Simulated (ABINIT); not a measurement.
# Beyond one shot: NaF (Villiaumite)

Aim: iterate the self-energy on NaF (Villiaumite) and follow the gap from cycle to cycle.

Program: ABINIT 10.8.3. Level of theory: PBE and many-body steps on it, plane waves. Results are calculated unless marked as measured.

Report form: the programs' logs are mostly left out.

The database entry behind the starting cell differs from later determinations by our own check (0.1 to 0.3 % short, probably kX units), so it need not match the best structure at ambient conditions.

### Step 1. The starting structure

The structure is cubic, space group Fm-3m (No. 225). The conventional cell has a = 4.620 Å, b = 4.620 Å, c = 4.620 Å, α = 90.00°, β = 90.00°, γ = 90.00°. Na has 6 F at 2.31 Å nearest. Nearest to F lie 6 Na at 2.31 Å. Farther neighbours and most contacts between anions are not listed.

The cell and positions come from the Crystallography Open Database and are kept as given unless a step says otherwise.

### Step 2. Empty states on the mesh, 6×6×6 mesh, 198 bands

This step: ABINIT 10.8.3; DFT, PBE, plane waves, norm-conserving pseudopotentials.

The sums over transitions need many empty states on a uniform mesh; this step solves for them.

run.abi

```
acell 3*1.0 Angstrom
rprim 
  -0.000000000000 2.310000000000 2.310000000000
  2.310000000000 0.000000000000 2.310000000000
  2.310000000000 2.310000000000 0.000000000000
ntypat 2
znucl 11 9
natom 2
typat 1 2
xred 
  0.000000000000 0.000000000000 0.000000000000
  0.500000000000 0.500000000000 0.500000000000
pp_dirpath "pseudos"
pseudos "Na.upf, F.upf"
ecut 38
ngkpt 6 6 6
nshiftk 1
shiftk 0 0 0
kptopt 1
chksymbreak 0
irdden 1
istwfk *1
nband 198
prtvol 0
optdriver 6
gwr_task "HDIAGO"
paral_kgb 0
occopt 1
indata_prefix "in"
outdata_prefix "out"
tmpdata_prefix "tmp"
```

Started as:

```
$ OMP_NUM_THREADS=1 mpirun -n 8 abinit run.abi > log
```

Run time: 13 s. Hardware: 8 MPI ranks of Arm Neoverse V2, shared host; peak memory 2 GiB.

This step gave:

```yaml
gap: 6.390 eV
k_of_the_valence_top: 0, 0, 0
k_of_the_conduction_bottom: 0, 0, 0
least_direct_gap: 6.390 eV
k_points_computed: 16
lowest_point_of_the_top_converged_band_above_the_valence_top: 209.1668 eV
```

On this mesh the gap is 6.390 eV.

The density comes from a self-consistent run that is not shown.

### Step 3. Screening, 6×6×6 mesh, 190 bands, screening to 261.2 eV

The RPA dielectric matrix is built and inverted for each q.

This step: RPA screening on PBE, plane waves, norm-conserving pseudopotentials.

run.abi, as its differences from that of step 2:

```diff
@@ -20,10 +20,11 @@
 chksymbreak 0
-irdden 1
 istwfk *1
-nband 198
-prtvol 0
-optdriver 6
-gwr_task "HDIAGO"
-paral_kgb 0
 occopt 1
+irdwfk 1
+optdriver 3
+nband 190
+ecuteps 9.6
+inclvkb 2
+awtr 1
+symchi 1
 indata_prefix "in"
```

Elapsed: 80 s, on 8 MPI ranks; peak memory 1.9 GiB; 11 min of CPU time.

This step gave:

```yaml
eps_infinity_with_local_fields_on_this_mesh_along_the_program_s_q_direction: 1.799
the_same_without_local_fields: 1.901
plasma_frequency: 29.91 eV
plane_waves_in_the_screening_matrix: 259
```

Local fields lower ε∞ by 5 %.

### Step 4. G0W0

The self-energy is evaluated for the states that the input lists, and the levels follow from it, in one-shot runs by the linearised quasiparticle equation.

This step: G0W0 on PBE, plane waves, norm-conserving pseudopotentials.

run.abi, as its differences from that of step 3:

```diff
@@ -23,8 +23,15 @@
 irdwfk 1
-optdriver 3
+optdriver 4
 nband 190
+gwcalctyp 0
+ecutsigx 38
+symsigma 1
+nkptgw 1
+kptgw 
+  0.0000000000 0.0000000000 0.0000000000
+bdgw 
+  6 12
 ecuteps 9.6
-inclvkb 2
-awtr 1
-symchi 1
+irdscr 1
+ppmodel 1
 indata_prefix "in"
```

The job ended after 9.2 s (8 MPI ranks; peak memory 2 GiB; 73 s of CPU time).

Numbers from this step:

```
G0W0 gap on the points computed              : 10.63 eV
starting gap on the mesh                     : 6.390 eV
k of the valence top                         : 0, 0, 0
k of the conduction bottom                   : 0, 0, 0
Z at the valence top                         : 0.823
Z at the conduction bottom                   : 0.904
least direct G0W0 gap on the computed points : 10.63 eV
```

The gap on the mesh goes from 6.39 eV to 10.63 eV, a correction of +4.24 eV.

### Step 5. evGW0, cycle 1

This step: evGW0 on PBE, plane waves, norm-conserving pseudopotentials.

run.abi, as its differences from that of step 4:

```diff
@@ -25,10 +25,40 @@
 nband 190
-gwcalctyp 0
+gwcalctyp 10
 ecutsigx 38
 symsigma 1
-nkptgw 1
+nkptgw 16
 kptgw 
   0.0000000000 0.0000000000 0.0000000000
+  0.1666666667 0.0000000000 0.0000000000
+  0.3333333333 0.0000000000 0.0000000000
+  0.5000000000 0.0000000000 0.0000000000
+  0.1666666667 0.1666666667 0.0000000000
+  0.3333333333 0.1666666667 0.0000000000
+  0.5000000000 0.1666666667 0.0000000000
+  -0.3333333333 0.1666666667 0.0000000000
+  -0.1666666667 0.1666666667 0.0000000000
+  0.3333333333 0.3333333333 0.0000000000
+  0.5000000000 0.3333333333 0.0000000000
+  -0.3333333333 0.3333333333 0.0000000000
+  0.5000000000 0.5000000000 0.0000000000
+  0.5000000000 0.3333333333 0.1666666667
+  -0.3333333333 0.3333333333 0.1666666667
+  -0.3333333333 0.5000000000 0.1666666667
 bdgw 
-  6 12
+  1 15
+  1 15
+  1 15
+  1 15
+  1 15
+  1 15
+  1 15
+  1 15
+  1 15
+  1 15
+  1 15
+  1 15
+  1 15
+  1 15
+  1 15
+  1 15
 ecuteps 9.6
```

Elapsed: 19 min, on 8 MPI ranks; peak memory 3.1 GiB.

This step gave:

```yaml
quasiparticle_gap_on_the_mesh: 11.40 eV
gap_of_the_density_functional_on_the_mesh: 6.390 eV
k_of_the_valence_top: 0, 0, 0
k_of_the_conduction_bottom: 0, 0, 0
z_at_the_valence_top: 0.823
z_at_the_conduction_bottom: 0.904
least_direct_quasiparticle_gap_on_the_computed_points: 11.40 eV
```

Against G0W0 in ABINIT (6×6×6 mesh, 190 bands, screening to 261.2 eV, Godby-Needs plasmon pole), the gap moves by +0.765 eV. This first cycle still uses the starting levels; it takes the full correction, at all points of the mesh, and its linearised value is 10.631 eV.

### Step 6. evGW0, cycle 2

The corrected levels of the last cycle go back in.

run.abi, as its differences from that of step 5:

```diff
@@ -66,2 +66,3 @@
 ppmodel 1
+irdqps 1
 indata_prefix "in"
```

Wall time 19 min (8 MPI ranks); peak memory 3.1 GiB.

Numbers from this step:

```yaml
quasiparticle_gap_on_the_mesh: 11.29 eV
gap_of_the_density_functional_on_the_mesh: 6.390 eV
k_of_the_valence_top: 0, 0, 0
k_of_the_conduction_bottom: 0, 0, 0
least_direct_quasiparticle_gap_on_the_computed_points: 11.29 eV
```

Against the cycle before, the gap moves by −0.111 eV.

### Step 7. The runs together

Times are wall times on 8 MPI ranks of Arm Neoverse V2, shared host, good to a factor of about two. A run's time includes the screening step that it read.

```tsv
run	mesh	bands	screening cutoff (eV)	DFT gap (eV)	gap on the mesh (eV)	direct (eV)	ε∞ used	time
G0W0	6×6×6	190	261.2	6.390	10.631	10.631	1.80	90 s
evGW0, cycle 1	6×6×6	190	261.2	6.390	11.396	11.396	1.80	21 min
evGW0, cycle 2	6×6×6	190	261.2	6.390	11.285	11.285	1.80	21 min
```

### Step 8. Summary of results

```yaml
g0w0: 10.631 eV
evgw0_cycle_1: 11.396 eV
evgw0_cycle_2: 11.285 eV
known_limits: not at the basis limit
```

What this shows: Only the bands that the input lists are updated; the others, empty or deep, keep the functional's energies or take a rigid shift. evGW0 ends at 11.29 eV, +0.65 eV from G0W0, after 2 cycles that took 39 min beside the first screening; the last moved the gap by 0.111 eV, so the loop had not settled. The first cycle of evGW0 takes the full correction, without the factor Z, so it overshoots the one-shot value. Bands and cutoff are finite, so the gap is not at the basis limit. The miss can reach some tenths of an eV and take either sign; the mesh is an error of its own.

[Paths, hosts, dates, memory and timing lines, banners, echoed tables and standing remarks are left out of the program output.]

[Logs are printed without paths, hosts, clocks, repeated set-up lines and the standing remarks that a program may print on its own settings, such as how far it seeks lower states.]

[Runs of the session that timed out or met a known fault of the program may be left out.]

[Hosts, paths, dates, database ids (printed as entryN), source tags and the programs' standing remarks are cut or masked in the printed files.]

[G0W0 gaps are taken among the corrected bands and points alone; a level outside them can change the order at an edge.]

[Where Ansatz stands beside ABINIT at settings called matched, ABINIT's density can come from a denser mesh and the files from another edition; pairs whose starting gaps differed by over 0.03 eV were left out, so agreement reads better than it is.]
